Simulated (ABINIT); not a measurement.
## AlGa3N4 (P-43m): RPA correlation energy against the basis

How does the RPA correlation energy of AlGa3N4 (P-43m) approach its basis limit?

Program: ABINIT 10.8.3. Level of theory: PBEsol and many-body steps on it, plane waves. Results are calculated unless marked as measured.

## Step 1: Starting point

The structure is cubic, space group P-43m (No. 215). The conventional cell has a = 4.472 Å, b = 4.472 Å, c = 4.472 Å, α = 90.00°, β = 90.00°, γ = 90.00°. Al has 4 N at 1.89 Å nearest. Nearest to Ga lie 4 N at 1.95 Å. Nearest to N lie 1 Al at 1.89 Å and 3 Ga at 1.95 Å. Farther neighbours and most contacts between anions are not listed.

The cell and positions are those that the Materials Project relaxed with its own functionals (PBE, PBE+U or r2SCAN), kept fixed.

## Step 2: Empty states on the mesh, 2×2×2 mesh, 325 bands

This step: ABINIT 10.8.3; DFT, PBEsol, plane waves, norm-conserving pseudopotentials.

The sums over transitions need many empty states on a uniform mesh; this step solves for them.

run.abi

```
acell 3*1.0 Angstrom
rprim 
  4.471685360000 0.000000000000 0.000000000000
  0.000000000000 4.471685360000 0.000000000000
  0.000000000000 0.000000000000 4.471685360000
ntypat 3
znucl 13 31 7
natom 8
typat 1 2 2 2 3 3 3 3
xred 
  0.000000000000 0.000000000000 0.000000000000
  0.500000000000 0.500000000000 0.000000000000
  0.500000000000 0.000000000000 0.500000000000
  0.000000000000 0.500000000000 0.500000000000
  0.755714420000 0.755714420000 0.244285580000
  0.755714420000 0.244285580000 0.755714420000
  0.244285580000 0.755714420000 0.755714420000
  0.244285580000 0.244285580000 0.244285580000
pp_dirpath "pseudos"
pseudos "Al.upf, Ga.upf, N.upf"
ecut 36
ngkpt 2 2 2
nshiftk 1
shiftk 0 0 0
kptopt 1
chksymbreak 0
iscf -2
irdden 1
istwfk *1
nband 325
nbdbuf 28
tolwfr 1e-09
nstep 60
prtvol 0
indata_prefix "in"
outdata_prefix "out"
tmpdata_prefix "tmp"
```

Started as:

```sh
$ OMP_NUM_THREADS=1 mpirun -n 4 abinit run.abi > log
```

Numbers of over 12 decimals in the logs are rounded to 6 here.

The program printed:

```text
.Version 10.8.3 of ABINIT. v10.8.2 released Aug 2026.

 Symmetries : space group P-4 3 m (#215); Bravais cP (primitive cubic)
[... echo of the input left out ...]
== DATASET  1 ==================================================================
-   mpi_nproc: 4, omp_nthreads: 1 (-1 if OMP is not activated)

--- !DatasetInfo
iteration_state: {dtset: 1, }
dimensions: {natom: 8, nkpt: 4, mband: 325, nsppol: 1, nspinor: 1, nspden: 1, mpw: 6235, }
cutoff_energies: {ecut:  36.0, pawecutdg:  -1.0, }
electrons: {nelect:   6.20000000E+01, charge:   0.00000000E+00, occopt:   1.00000000E+00, tsmear:   1.00000000E-02, }

 Real(R)+Recip(G) space primitive vectors, cartesian coordinates (Bohr,Bohr^-1):
 R(1)=  8.4502607  0.0000000  0.0000000  G(1)=  0.1183395  0.0000000  0.0000000
 R(2)=  0.0000000  8.4502607  0.0000000  G(2)=  0.0000000  0.1183395  0.0000000
 R(3)=  0.0000000  0.0000000  8.4502607  G(3)=  0.0000000  0.0000000  0.1183395
 Unit cell volume ucvol=  6.0340696E+02 bohr^3
 Angles (23,13,12)=  9.00000000E+01  9.00000000E+01  9.00000000E+01 degrees

 getcut: wavevector=  0.0000  0.0000  0.0000  ngfft=  48  48  48
         ecut(hartree)=     36.000   => boxcut(ratio)=   2.10307

--- Pseudopotential description ------------------------------------------------
- Al Generated using ONCVPSP code by D. R. Hamann
- 13.00000   3.00000  180301                  znucl, zion, pspdat
12 -116133 2 -1 1876                          pspcod,pspxc,lmax,lloc,mmax
     nproj     2     2     2
  pspatm : epsatm=    0.68509285
         --- l  ekb(1:nproj) -->
             0    5.834965    0.726662
             1    6.225605    0.924840
             2   -2.432733   -0.548689
 pspatm: atomic psp has been read  and splines computed

- Ga Generated using ONCVPSP code by D. R. Hamann
- 31.00000  13.00000  180301                  znucl, zion, pspdat
12 -116133 2 -1 1902                          pspcod,pspxc,lmax,lloc,mmax
     nproj     2     2     2
  pspatm : epsatm=   24.50968960
         --- l  ekb(1:nproj) -->
[...]
pspatm: atomic psp has been read  and splines computed

- N Generated using ONCVPSP code by D. R. Hamann
-  7.00000   5.00000  180301                  znucl, zion, pspdat
12 -116133 1 -1 1058                          pspcod,pspxc,lmax,lloc,mmax
     nproj     2     2     0
  pspatm : epsatm=    5.26508482
         --- l  ekb(1:nproj) -->
[...]
pspatm: atomic psp has been read  and splines computed

--------------------------------------------------------------------------------

================================================================================
 prteigrs : about to open file out_EIG
 Non-SCF case, kpt    1 (  0.00000  0.00000  0.00000), residuals and eigenvalues=
  2.62E-10  4.59E-11  5.86E-11  8.68E-10  2.01E-10  1.45E-10  1.63E-10  1.68E-10
  1.57E-10  1.73E-10  7.10E-11  9.88E-11  1.07E-10  1.22E-10  1.28E-10  1.02E-10
[...]
1.00E-04  2.44E-04  1.07E-03  6.78E-04  1.93E-03
 -3.8028E-01 -3.3624E-01 -3.3624E-01 -3.3624E-01 -2.9301E-01 -2.9234E-01
 -2.9234E-01 -2.9234E-01 -2.8967E-01 -2.8967E-01 -2.8454E-01 -2.8454E-01
 -2.8454E-01 -2.8324E-01 -2.8324E-01 -2.8136E-01 -2.2716E-01 -2.2716E-01
[...]
4.4577E+00  4.4739E+00  4.4797E+00  4.4797E+00  4.4797E+00  4.4978E+00
  4.4978E+00  4.5188E+00  4.5404E+00  4.5408E+00  4.5422E+00  4.5735E+00
  4.5789E+00
 prteigrs : prtvol=0 or 1, do not print more k-points.

--- !ResultsGS
iteration_state: {dtset: 1, }
comment   : Summary of ground state results
lattice_vectors:
- [  8.4502607,   0.0000000,   0.0000000, ]
- [  0.0000000,   8.4502607,   0.0000000, ]
- [  0.0000000,   0.0000000,   8.4502607, ]
lattice_lengths: [   8.45026,    8.45026,    8.45026, ]
lattice_angles: [ 90.000,  90.000,  90.000, ] # degrees, (23, 13, 12)
lattice_volume:   6.0340696E+02
convergence: {deltae:  0.000E+00, res2:  0.000E+00, residm:  9.905E-10, diffor:  0.000E+00, }
etotal    :  -2.72951251E+02
entropy   :   0.00000000E+00
fermie    :   1.94260856E-01
cartesian_stress_tensor: null
pressure_GPa: null
xred      :
- [  0.0000E+00,   0.0000E+00,   0.0000E+00, Al]
- [  5.0000E-01,   5.0000E-01,   0.0000E+00, Ga]
- [  5.0000E-01,   0.0000E+00,   5.0000E-01, Ga]
- [  0.0000E+00,   5.0000E-01,   5.0000E-01, Ga]
- [  7.5571E-01,   7.5571E-01,   2.4429E-01,  N]
- [  7.5571E-01,   2.4429E-01,   7.5571E-01,  N]
- [  2.4429E-01,   7.5571E-01,   7.5571E-01,  N]
- [  2.4429E-01,   2.4429E-01,   2.4429E-01,  N]
cartesian_forces: null
force_length_stats: {min: null, max: null, mean: null, }

 Integrated electronic density in atomic spheres:
 ------------------------------------------------
 Atom  Sphere_radius  Integrated_density
[...]
================================================================================

 ----iterations are completed or convergence reached----

 Mean square residual over all n,k,spin=   32.979E-11; max=  99.049E-11
 reduced coordinates (array xred) for    8 atoms
[...]
0.244285580000      0.755714420000      0.755714420000
       0.244285580000      0.244285580000      0.244285580000

 cartesian coordinates (angstrom) at end:
    1      0.000000     0.000000     0.000000
    2      2.235843     2.235843     0.000000
    3      2.235843     0.000000     2.235843
[...]
7      1.092368     3.379317     3.379317
    8      1.092368     1.092368     1.092368
 length scales=  1.889726125908  1.889726125908  1.889726125908 bohr
              =  1.000000000000  1.000000000000  1.000000000000 angstroms
 prteigrs : about to open file out_EIG
 Eigenvalues (hartree) for nkpt=   4  k points:
 kpt#   1, nband=325, wtk=  0.12500, kpt=  0.0000  0.0000  0.0000 (reduced coord)
[...]
4.43731    4.43731    4.43731    4.44610    4.44610    4.44610    4.45773    4.45773
   4.45773    4.47389    4.47972    4.47973    4.47974    4.49781    4.49783    4.51877
   4.54039    4.54083    4.54225    4.57352    4.57886
 prteigrs : prtvol=0 or 1, do not print more k-points.

== END DATASET(S) ==============================================================
================================================================================

 -outvars: echo values of variables after computation  --------
            nband         325
             nkpt           4
          spgroup         215
 [... the other variables as echoed above ...]

 Calculation completed.
```

Run time: 2 min. Hardware: 4 MPI ranks of Intel Xeon Platinum 8559C (Emerald Rapids), shared host; peak memory 0.56 GiB; 8 min of CPU time.

Numbers from this step:

```yaml
gap: 2.306 eV
k_of_the_valence_top: 0, 0, 0
k_of_the_conduction_bottom: 0, 0, 0
least_direct_gap: 2.306 eV
k_points_computed: 4
lowest_point_of_the_top_converged_band_above_the_valence_top: 109.0570 eV
```

On this mesh the gap is 2.306 eV.

The density comes from a self-consistent run that is not shown.

## Step 3: RPA energy: 2×2×2 mesh, 74 bands, screening to 43.5 eV

The RPA dielectric matrix is built and inverted for each q.

This step: RPA screening on PBEsol, plane waves, norm-conserving pseudopotentials.

run.abi, as its differences from that of step 2:

```diff
@@ -26,10 +26,15 @@
 chksymbreak 0
-iscf -2
-irdden 1
 istwfk *1
-nband 325
-nbdbuf 28
-tolwfr 1e-09
-nstep 60
-prtvol 0
+occopt 1
+irdwfk 1
+optdriver 3
+nband 74
+ecuteps 1.6
+inclvkb 2
+awtr 1
+symchi 1
+gwcalctyp 1
+nfreqre 0
+nfreqim 8
+gwrpacorr 1
 indata_prefix "in"
```

The program printed:

```text
.Version 10.8.3 of ABINIT. v10.8.2 released Aug 2026.

 Symmetries : space group P-4 3 m (#215); Bravais cP (primitive cubic)
[... echo of the input left out ...]
== DATASET  1 ==================================================================
-   mpi_nproc: 4, omp_nthreads: 1 (-1 if OMP is not activated)

--- !DatasetInfo
iteration_state: {dtset: 1, }
dimensions: {natom: 8, nkpt: 4, mband: 74, nsppol: 1, nspinor: 1, nspden: 1, mpw: 6235, }
cutoff_energies: {ecut:  36.0, pawecutdg:  -1.0, }
electrons: {nelect:   6.20000000E+01, charge:   0.00000000E+00, occopt:   1.00000000E+00, tsmear:   1.00000000E-02, }

 SCREENING: Calculation of the susceptibility and dielectric matrices

 Based on a program developped by R.W. Godby, V. Olevano, G. Onida, and L. Reining.
 Incorporated in ABINIT by V. Olevano, G.-M. Rignanese, and M. Torrent.
.Using double precision arithmetic ; gwpc =  8

[... cell and pseudopotentials left out ...]
--------------------------------------------------------------------------------

 ==== K-mesh for the wavefunctions ====
 Number of points in the irreducible wedge :     4
[... list of points left out ...]
 Together with 24 symmetry operations and time-reversal symmetry
 yields     8 points in the full Brillouin Zone.

 ==== Q-mesh for the screening function ====
 Number of points in the irreducible wedge :     4
[... list of points left out ...]
 Together with 24 symmetry operations and time-reversal symmetry
 yields     8 points in the full Brillouin Zone.

 setmesh: FFT mesh size selected  =    27x   27x   27
          total number of points  =        19683

 vcoul_init : cutoff-mode = AUXILIARY_FUNCTION
 q-points for optical limit:   1
     1)      0.000010    0.000020    0.000030

- screening: taking advantage of time-reversal symmetry
- Maximum band index for partially occupied states nbvw = 31
- Remaining bands to be divided among processors   nbcw = 43
- Number of bands treated by each node ~10

 Number of electrons calculated from density =   62.0000; Expected =   62.0000
 average of density, n =  0.102750
 r_s =    1.3245
 omega_plasma =   30.9205 [eV]

 calculating chi0 at frequencies [eV] :
  1    0.000000E+00    0.000000E+00
  2    0.000000E+00    1.343289E+03
  3    0.000000E+00    2.404413E+02
[...]
8    0.000000E+00    3.079585E+00
  9    0.000000E+00    5.512287E-01

--------------------------------------------------------------------------------
  q-point number  1        q = ( 0.000000, 0.000000, 0.000000) [r.l.u.]
--------------------------------------------------------------------------------
[... chi0 elements left out ...]
  [... further frequencies ...]

 For q-point:  0.000010 0.000020 0.000030
  dielectric constant =   8.3315
  dielectric constant without local fields =   8.5080

  Average fulfillment of the sum rule on Im[epsilon] for q-point    1 :     31.65  [%]
[... wings left out ...]
  q-point number  2        q = ( 0.500000, 0.000000, 0.000000) [r.l.u.]
--------------------------------------------------------------------------------
[... chi0 elements left out ...]
  [... further frequencies ...]

  Average fulfillment of the sum rule on Im[epsilon] for q-point    2 :     38.59  [%]

 [... 2 further q-points ...]
```

Elapsed: 9.8 s, on 4 MPI ranks; peak memory 0.75 GiB.

This step gave:

| Item | Value |
| --- | --- |
| ε∞ with local fields, on this mesh, along the program's q direction | 8.332 |
| the same without local fields | 8.508 |
| plasma frequency | 30.92 eV |
| plane waves in the screening matrix | 57 |
| RPA correlation energy | -20.82 eV |

Local fields lower ε∞ by 2 %. On a Γ-centred mesh this coarse the value itself is usually too large, while a short band sum pulls it down.

## Step 4: RPA energy: 2×2×2 mesh, 125 bands, screening to 70.7 eV

run.abi, as its differences from that of step 3:

```diff
@@ -30,4 +30,4 @@
 optdriver 3
-nband 74
-ecuteps 1.6
+nband 125
+ecuteps 2.6
 inclvkb 2
```

The program printed:

```text
.Version 10.8.3 of ABINIT. v10.8.2 released Aug 2026.

 Symmetries : space group P-4 3 m (#215); Bravais cP (primitive cubic)
[... echo of the input left out ...]
== DATASET  1 ==================================================================
-   mpi_nproc: 4, omp_nthreads: 1 (-1 if OMP is not activated)

--- !DatasetInfo
iteration_state: {dtset: 1, }
dimensions: {natom: 8, nkpt: 4, mband: 125, nsppol: 1, nspinor: 1, nspden: 1, mpw: 6235, }
cutoff_energies: {ecut:  36.0, pawecutdg:  -1.0, }
electrons: {nelect:   6.20000000E+01, charge:   0.00000000E+00, occopt:   1.00000000E+00, tsmear:   1.00000000E-02, }

 SCREENING: Calculation of the susceptibility and dielectric matrices

 Based on a program developped by R.W. Godby, V. Olevano, G. Onida, and L. Reining.
 Incorporated in ABINIT by V. Olevano, G.-M. Rignanese, and M. Torrent.
.Using double precision arithmetic ; gwpc =  8

[... cell and pseudopotentials left out ...]
--------------------------------------------------------------------------------

 ==== K-mesh for the wavefunctions ====
 Number of points in the irreducible wedge :     4
[...]
- Number of bands treated by each node ~23

 Number of electrons calculated from density =   62.0000; Expected =   62.0000
 average of density, n =  0.102750
 r_s =    1.3245
 omega_plasma =   30.9205 [eV]

 calculating chi0 at frequencies [eV] :
  1    0.000000E+00    0.000000E+00
  2    0.000000E+00    1.343289E+03
  3    0.000000E+00    2.404413E+02
[...]
8    0.000000E+00    3.079585E+00
  9    0.000000E+00    5.512287E-01

--------------------------------------------------------------------------------
  q-point number  1        q = ( 0.000000, 0.000000, 0.000000) [r.l.u.]
--------------------------------------------------------------------------------
[... chi0 elements left out ...]
  [... further frequencies ...]

 For q-point:  0.000010 0.000020 0.000030
  dielectric constant =   8.2372
  dielectric constant without local fields =   8.5649

  Average fulfillment of the sum rule on Im[epsilon] for q-point    1 :     47.07  [%]
[... wings left out ...]
  q-point number  2        q = ( 0.500000, 0.000000, 0.000000) [r.l.u.]
--------------------------------------------------------------------------------
[... chi0 elements left out ...]
  [... further frequencies ...]

  Average fulfillment of the sum rule on Im[epsilon] for q-point    2 :     52.84  [%]

 [... 2 further q-points ...]
```

Elapsed: 18 s, on 4 MPI ranks; peak memory 0.96 GiB; 72 s of CPU time.

This step gave:

```
ε∞ with local fields, on this mesh, along the program's q direction : 8.237
the same without local fields                                       : 8.565
plasma frequency                                                    : 30.92 eV
plane waves in the screening matrix                                 : 123
RPA correlation energy                                              : -35.39 eV
```

[end of part 1 of 2]

[Paths, hosts, dates, memory and timing lines, banners, echoed tables and standing remarks are left out of the program output.]

[Logs are printed without paths, hosts, clocks, repeated set-up lines and the standing remarks that a program may print on its own settings, such as how far it seeks lower states.]

[Runs of the session that timed out or met a known fault of the program may be left out.]

[Hosts, paths, dates, database ids (printed as entryN), source tags and the programs' standing remarks are cut or masked in the printed files.]

[G0W0 gaps are taken among the corrected bands and points alone; a level outside them can change the order at an edge.]

[Where Ansatz stands beside ABINIT at settings called matched, ABINIT's density can come from a denser mesh and the files from another edition; pairs whose starting gaps differed by over 0.03 eV were left out, so agreement reads better than it is.]
